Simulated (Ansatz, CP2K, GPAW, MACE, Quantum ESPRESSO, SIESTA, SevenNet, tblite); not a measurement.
# Random packing of Al85Si15 (at. %) (104 atoms) in CP2K

Aim: run random packing of Al85Si15 (at. %) (104 atoms) in CP2K and see how near its forces come to a plane-wave reference, and at what cost.

Main program and level: CP2K 2026.2; the method is named at each step.

## 1. Starting point

The cell holds 104 atoms: 88 Al and 16 Si. Its edges and angles: a = 12.404 Å, b = 12.404 Å, c = 12.404 Å, α = 90.0°, β = 90.0°, γ = 90.0°. 104 atoms (88 Al, 16 Si) packed at random in a cube at 2.46 g/cm³ and pushed apart as soft spheres; a start for melting by ab initio MD, not an equilibrated structure. Then every atom was moved at random, 0.03 Å r.m.s. a Cartesian component.

The yardstick, on the same geometry:

```
method                 : Kohn-Sham DFT, PBE, PAW, plane waves (Ansatz 0.2.0); cutoff 420 eV, Γ point, fermi-dirac smearing of 0.05 eV; PAW set soft_2
r.m.s. force component : 1.426 eV/Å
longest force          : 4.778 eV/Å
pressure               : 14.21 GPa
SCF cycles             : 9
time                   : 18 s on 4 threads of Arm Neoverse V1, shared host
CPU time               : 71 s
```

## 2. PBE, DZVP-MOLOPT-SR, 350/50 Ry, diagonalisation

Method: Kohn-Sham DFT, PBE, GTH-PBE pseudopotentials, Gaussian and plane waves, DZVP-MOLOPT-SR-GTH, diagonalisation.

input.inp

```
&GLOBAL
  PROJECT cell
  RUN_TYPE ENERGY_FORCE
  PRINT_LEVEL LOW
&END GLOBAL
&FORCE_EVAL
  METHOD QS
  STRESS_TENSOR ANALYTICAL
  &DFT
    BASIS_SET_FILE_NAME BASIS_MOLOPT
    POTENTIAL_FILE_NAME GTH_POTENTIALS
    &MGRID
      CUTOFF 350
      REL_CUTOFF 50
    &END MGRID
    &QS
      EPS_DEFAULT 1.0E-12
    &END QS
    &SCF
      SCF_GUESS ATOMIC
      EPS_SCF 1.0E-06
      MAX_SCF 200
      ADDED_MOS 42
      &DIAGONALIZATION
        ALGORITHM STANDARD
      &END DIAGONALIZATION
      &SMEAR ON
        METHOD FERMI_DIRAC
        ELECTRONIC_TEMPERATURE [K] 580
      &END SMEAR
      &MIXING
        METHOD BROYDEN_MIXING
        ALPHA 0.15
        NBROYDEN 8
      &END MIXING
      &PRINT
        &RESTART OFF
        &END RESTART
      &END PRINT
    &END SCF
    &XC
      &XC_FUNCTIONAL PBE
      &END XC_FUNCTIONAL
    &END XC
    &PRINT
      &MULLIKEN ON
      &END MULLIKEN
      &HIRSHFELD ON
        SHAPE_FUNCTION DENSITY
      &END HIRSHFELD
      &MO ON
        EIGENVALUES T
        OCCUPATION_NUMBERS T
        MO_INDEX_RANGE 153 176
        &EACH
          QS_SCF 0
        &END EACH
        ADD_LAST NUMERIC
      &END MO
    &END PRINT
  &END DFT
  &SUBSYS
    &CELL
      A 12.40380 0.00000 0.00000
      B 0.00000 12.40380 0.00000
      C 0.00000 0.00000 12.40380
    &END CELL
    &COORD
      Al 10.62634 1.20205 11.87664
      Al 8.88497 8.41275 0.38973
      Al 3.15044 4.18442 10.18885
      Al 8.77110 2.56597 10.49796
      Al 1.67327 4.81751 1.17191
      Al 0.52555 0.04490 4.66867
      Al 1.23381 9.14607 12.21018
      Al 7.36401 9.22743 3.69857
      Al 0.47804 4.64435 9.73326
      Al 2.58545 6.58729 2.34990
      Al 4.36130 5.02515 2.09500
      Al 10.65474 3.81008 4.44056
      Al 7.05789 0.80885 10.40877
      Al 10.06420 8.85346 8.19395
      Al 6.37642 10.41001 7.92330
      Al 4.48645 10.83881 10.21304
      Al 2.75997 10.85680 5.25164
      Al 5.40694 2.93251 8.78350
      Al 1.19759 3.54463 11.67632
      Al 0.03721 4.40012 2.79086
      Al 5.36675 2.29917 11.12087
      Al 11.40988 3.28527 0.16075
      Al 10.38210 9.11605 2.55642
      Al 0.97668 7.09708 4.62476
      Al 8.12796 4.25115 4.21605
      Al 11.02785 12.05240 2.14003
      Al 6.43856 7.18775 4.66110
      Al 2.78403 0.23083 3.81330
      Al 8.97092 0.07926 0.87931
      Al 6.75982 3.79866 0.56623
      Al 1.73107 2.69671 9.07028
      Al 10.86250 7.44042 4.12377
      Al 3.23764 9.12833 0.99466
      Al 4.50320 3.21482 0.74708
      Al 2.77324 12.07076 1.25564
      Al 8.45108 5.38474 0.39519
      Al 9.41572 3.63816 2.28490
      Al 10.91001 11.99906 9.32294
      Al 0.03771 8.72533 7.96361
      Al 6.84070 9.20660 10.50515
      Al 5.56745 5.07315 4.20452
      Al 7.76441 6.17970 9.95194
      Al 2.85473 7.88621 5.81006
      Al 0.32783 0.92235 8.40680
      Al 11.71018 5.70724 12.06170
      Al 8.47849 3.27200 6.65588
      Al 7.33846 10.97922 11.96595
      Al 1.44901 9.78895 9.91560
      Al 10.20771 5.35001 10.22396
      Al 6.72422 7.13603 11.77902
      Al 12.39995 11.39587 11.26836
      Al 10.46459 1.86007 6.30473
      Al 4.83401 8.39464 2.64573
      Al 0.33627 10.71130 1.28975
      Al 5.18007 0.04279 7.37952
      Al 4.53272 1.86379 6.11458
[... 44 atom lines left out ...]
      Si 0.06326 7.27322 1.87595
      Si 4.90608 0.17030 4.59052
      Si 2.50755 6.10602 11.96471
      Si 11.25657 2.81938 10.39538
    &END COORD
    &KIND Al
      BASIS_SET DZVP-MOLOPT-SR-GTH-q3
      POTENTIAL GTH-PBE-q3
    &END KIND
    &KIND Si
      BASIS_SET DZVP-MOLOPT-SR-GTH-q4
      POTENTIAL GTH-PBE-q4
    &END KIND
  &END SUBSYS
  &PRINT
    &FORCES ON
    &END FORCES
    &STRESS_TENSOR ON
    &END STRESS_TENSOR
  &END PRINT
&END FORCE_EVAL
```

The run is started by

```console
$ OMP_NUM_THREADS=2 cp2k.psmp -i input.inp > output.txt
```

Numbers of over 12 decimals in the logs are rounded to 6 here.

What it wrote:

```text
CP2K| version string:                                       CP2K version 2026.2
 CP2K| Input file name                                                 input.inp
 GLOBAL| Basis set file name                                        BASIS_MOLOPT
 GLOBAL| Potential file name                                      GTH_POTENTIALS
 GLOBAL| Run type                                                   ENERGY_FORCE
 GLOBAL| Total number of message passing processes                             1
 GLOBAL| Number of threads for this process                                    2
 TOTAL NUMBERS AND MAXIMUM NUMBERS
  Total number of            - Atomic kinds:                                   2
                             - Atoms:                                        104
                             - Shell sets:                                   104
                             - Shells:                                       520
                             - Primitive Cartesian functions:                416
                             - Cartesian basis functions:                   1456
                             - Spherical basis functions:                   1352
  Maximum angular momentum of- Orbital basis functions:                        2
                             - Local part of the GTH pseudopotential:          0
                             - Non-local part of the GTH pseudopotential:      2
 SCF PARAMETERS         Density guess:                                    ATOMIC
                        max_scf:                                             200
                        eps_scf:                                        1.00E-06
                        added MOs                                        42    0
                        Mixing method:                            BROYDEN_MIXING
                                                charge density mixing in g-space
                        Smear method:                                FERMI_DIRAC
                        Electronic temperature [K]:                        580.0
                        Electronic temperature [a.u.]:                  1.84E-03
                        Accuracy threshold:                             1.00E-10
 Extrapolation method: initial_guess
 Number of electrons:                                                        328
 Number of occupied orbitals:                                                164
 Number of molecular orbitals:                                               206
 Number of orbital functions:                                               1352
 Number of independent orbital functions:                                   1352
 SCF WAVEFUNCTION OPTIMIZATION
  Step     Update method      Time    Convergence         Total energy    Change
     1 NoMix/Diag. 0.15E+00    6.9     1.09030797      -255.8142075243 -2.56E+02
     2 Broy./Diag. 0.15E+00    9.2     0.13754070      -246.8834198008  8.93E+00
     3 Broy./Diag. 0.15E+00    9.2     0.20454000      -245.5863717691  1.30E+00
     4 Broy./Diag. 0.15E+00    9.2     0.04503523      -244.6881180860  8.98E-01
[...]
18 Broy./Diag. 0.15E+00    9.1     0.00000190      -242.5868775581 -3.35E-05
    19 Broy./Diag. 0.15E+00    9.1     0.00000056      -242.5868957943 -1.82E-05
  *** SCF run converged in    19 steps ***
  Electronic density on regular grids:       -327.9999999999        0.0000000001
  Core density on regular grids:              327.9999999991       -0.0000000009
  Total charge density on r-space grids:       -0.0000000007
  Total charge density g-space grids:          -0.0000000007
  Overlap energy of the core charge distribution:               1.91947e-09
  Self energy of the core charge distribution:               -660.614712
  Core Hamiltonian energy:                                    144.555510
  Hartree energy:                                             363.651044
  Exchange-correlation energy:                                -90.163441
  Electronic entropic energy:                                  -0.015297
  Fermi energy:                                                 0.211387
  Total energy:                                              -242.586896
  Total energy (extrapolated to T->0):                       -242.579247
 MO| EIGENVALUES AND OCCUPATION NUMBERS
 MO|
 MO|  Index      Eigenvalue [a.u.]        Eigenvalue [eV]             Occupation
 MO|    153               0.193012               5.252136               1.999910
 MO|    154               0.194947               5.304780               1.999741
 MO|    155               0.197091               5.363115               1.999167
[...]
MO|    175               0.229904               6.256014               0.000084
 MO|    176               0.232061               6.314708               0.000026
 MO| Sum:                                                             328.000000
 MO| E(Fermi):            0.211387 a.u.          5.752138 eV
 !-----------------------------------------------------------------------------!
                     Mulliken Population Analysis
 #  Atom  Element  Kind  Atomic population                           Net charge
       1     Al       1          3.052316                             -0.052316
       2     Al       1          2.848284                              0.151716
       3     Al       1          3.028414                             -0.028414
[...]
103     Si       2          4.455907                             -0.455907
     104     Si       2          4.831969                             -0.831969
 # Total charge                            328.000000                  0.000000
 !-----------------------------------------------------------------------------!
 !-----------------------------------------------------------------------------!
                           Hirshfeld Charges
  #Atom  Element  Kind  Ref Charge     Population                    Net charge
      1       Al     1       3.000          2.988                         0.012
      2       Al     1       3.000          2.919                         0.081
      3       Al     1       3.000          2.955                         0.045
[...]
103       Si     2       4.000          4.026                        -0.026
    104       Si     2       4.000          4.101                        -0.101
  Total Charge                                                           -0.000
 !-----------------------------------------------------------------------------!
 ENERGY| Total FORCE_EVAL ( QS ) energy [hartree]           -242.586928
 FORCES| Atomic forces [hartree/bohr]
 FORCES|   Atom     x               y               z               |f|
 FORCES|      1  3.72869759E-03 -5.94918736E-02 -4.30184301E-03   5.97636350E-02
 FORCES|      2 -2.01529966E-02 -3.02904979E-02  6.50643053E-04   3.63879221E-02
 FORCES|      3  4.56987925E-02  3.04357585E-02  8.16945693E-03   5.55108553E-02
[...]
FORCES|    103 -1.96432922E-02  2.60620937E-02 -5.77972653E-02   6.63748110E-02
 FORCES|    104  1.99574285E-02 -1.65485196E-02 -5.91431015E-02   6.45759933E-02
 FORCES| Sum    -2.08714024E-07  1.18701735E-07  1.12872105E-09
 FORCES| Total atomic force                                       2.40110224E-07
 STRESS| Analytical stress tensor [bar]
 STRESS|                        x                   y                   z
 STRESS|      x        1.32495164503E+05   1.99583293542E+04   4.53751695551E+03
 STRESS|      y        1.99583293542E+04   1.43773765983E+05   2.93855348708E+03
 STRESS|      z        4.53751695551E+03   2.93855348708E+03   1.38169469567E+05
 STRESS| 1/3 Trace                                             1.38146133351E+05
```

It took 3.5 min on 2 threads of Arm Neoverse V1, shared host; peak memory 2.3 GiB.

Banners, paths, timers and routine set-up lines are dropped from the logs unmarked, and long logs keep their key lines alone; longer cuts are marked.

Against the reference:

```yaml
r_m_s_force_component: 1.412 eV/Å
r_m_s_difference_of_force_components: 22.66 meV/Å
longest_difference_of_force_vectors: 92.75 meV/Å
force_difference_over_r_m_s_force: 1.589 %
slope_of_forces_against_the_reference_s: 0.9899
correlation_of_force_components: 0.9999
pressure: 13.81 GPa
pressure_difference: -0.3975 GPa
```

Length of the force difference by element (eV/Å):

```tsv
element	atoms	mean	most
Al	88	0.035	0.093
Si	16	0.035	0.066
```

The surroundings of Al52, picked at random, nearest first, numbered as they follow in the input and with coordinates relative to it.

```tsv
atom	x	y	z	distance (Å)	Hirshfeld charge (e)	Fx	Fy	Fz (eV/Å)
Al52	0.00	0.00	0.00	0.00	0.06	-0.98	-1.98	-0.73
Al64	1.76	1.34	0.84	2.36	-0.03	2.16	1.13	1.21
Al46	-1.99	1.41	0.35	2.46	-0.02	1.04	-0.03	0.52
Si100	1.43	-2.15	0.43	2.62	-0.04	-1.78	-2.03	-0.98
Al12	0.19	1.95	-1.86	2.70	0.01	-1.67	0.44	2.08
Si89	-0.93	-2.32	-1.46	2.89	-0.08	3.78	1.15	2.05
Al84	-0.11	2.01	2.16	2.95	0.00	-1.46	-0.54	-2.05
Al44	2.27	-0.94	2.10	3.23	0.01	0.52	0.24	1.76
Al87	0.01	-0.09	-3.24	3.24	0.01	-1.87	-2.56	0.17
Si95	3.18	0.03	-0.65	3.25	-0.07	0.22	0.49	1.11
```

Forces lie 1.6 % from the reference's, at 5.5 times its CPU time (on 2 against 4 cores).

## 3. PBE, DZVP-MOLOPT-SR, 122/50 Ry, diagonalisation

Method: Kohn-Sham DFT, PBE, GTH-PBE pseudopotentials, Gaussian and plane waves, DZVP-MOLOPT-SR-GTH, diagonalisation.

input.inp: that of step 2 with these lines changed.

```diff
@@ -12,3 +12,3 @@
     &MGRID
-      CUTOFF 350
+      CUTOFF 122
       REL_CUTOFF 50
```

What it wrote:

```text
CP2K| version string:                                       CP2K version 2026.2
 CP2K| Input file name                                                 input.inp
 GLOBAL| Basis set file name                                        BASIS_MOLOPT
 GLOBAL| Potential file name                                      GTH_POTENTIALS
[... lines left out ...]
 Number of electrons:                                                        328
[... lines left out ...]
  Step     Update method      Time    Convergence         Total energy    Change
[... lines left out ...]
  *** SCF run converged in    19 steps ***
[... lines left out ...]
  Fermi energy:                                                 0.211387
  Total energy:                                              -242.586895
  Total energy (extrapolated to T->0):                       -242.579246
[... lines left out ...]
 MO| E(Fermi):            0.211387 a.u.          5.752138 eV
[... lines left out ...]
 ENERGY| Total FORCE_EVAL ( QS ) energy [hartree]           -242.586928
[... lines left out ...]
 FORCES|      1  3.72821003E-03 -5.94913094E-02 -4.30240506E-03   5.97630833E-02
 FORCES|      2 -2.01531071E-02 -3.02905358E-02  6.51266715E-04   3.63880260E-02
 FORCES|      3  4.56992350E-02  3.04353895E-02  8.16976656E-03   5.55110628E-02
[...]
FORCES|    103 -1.96392067E-02  2.60660215E-02 -5.78021637E-02   6.63794099E-02
 FORCES|    104  1.99533554E-02 -1.65472872E-02 -5.91398037E-02   6.45713983E-02
 FORCES| Sum     8.52408503E-06 -2.50189053E-06  1.40032445E-05
 FORCES| Total atomic force                                       1.65834356E-05
 STRESS| Analytical stress tensor [bar]
 STRESS|                        x                   y                   z
 STRESS|      x        1.32494821423E+05   1.99583168796E+04   4.53749893169E+03
 STRESS|      y        1.99583168796E+04   1.43774024996E+05   2.93855699511E+03
 STRESS|      z        4.53749893169E+03   2.93855699511E+03   1.38169331082E+05
 STRESS| 1/3 Trace                                             1.38146059167E+05
```

The job ended after 3 min (2 threads; peak memory 0.89 GiB).

Numbers from this run, and their distance from the reference:

```
r.m.s. force component                          : 1.411 eV/Å
r.m.s. difference of force components           : 22.65 meV/Å
longest difference of force vectors             : 92.73 meV/Å
force difference over r.m.s. force              : 1.589 %
slope of forces against the reference's         : 0.9899
correlation of force components                 : 0.9999
pressure                                        : 13.81 GPa
pressure difference                             : -0.3975 GPa
energy less the same-level run's                : 0.0002 meV/atom
r.m.s. force difference from the same-level run : 0.075 meV/Å
```

This is a coarse setting, run to see what it loses.

Against the first run (1.6 %), the force difference from the reference is 1.6 %, at 0.90 times the CPU time: the change moves forces by 0.075 meV/Å r.m.s., so most of the difference comes from elsewhere.

(Part 1 of 2 ends here.)

[Also dropped from logs without a mark: logging warnings of Python, and SIESTA's first energy breakdown and zero terms.]

[Logs are printed without paths, hosts, clocks, repeated set-up lines and the standing remarks that a program may print on its own settings, such as how far it seeks lower states.]

[Hosts, paths, dates, database ids (printed as entryN), source tags and the programs' standing remarks are cut or masked in the printed files.]
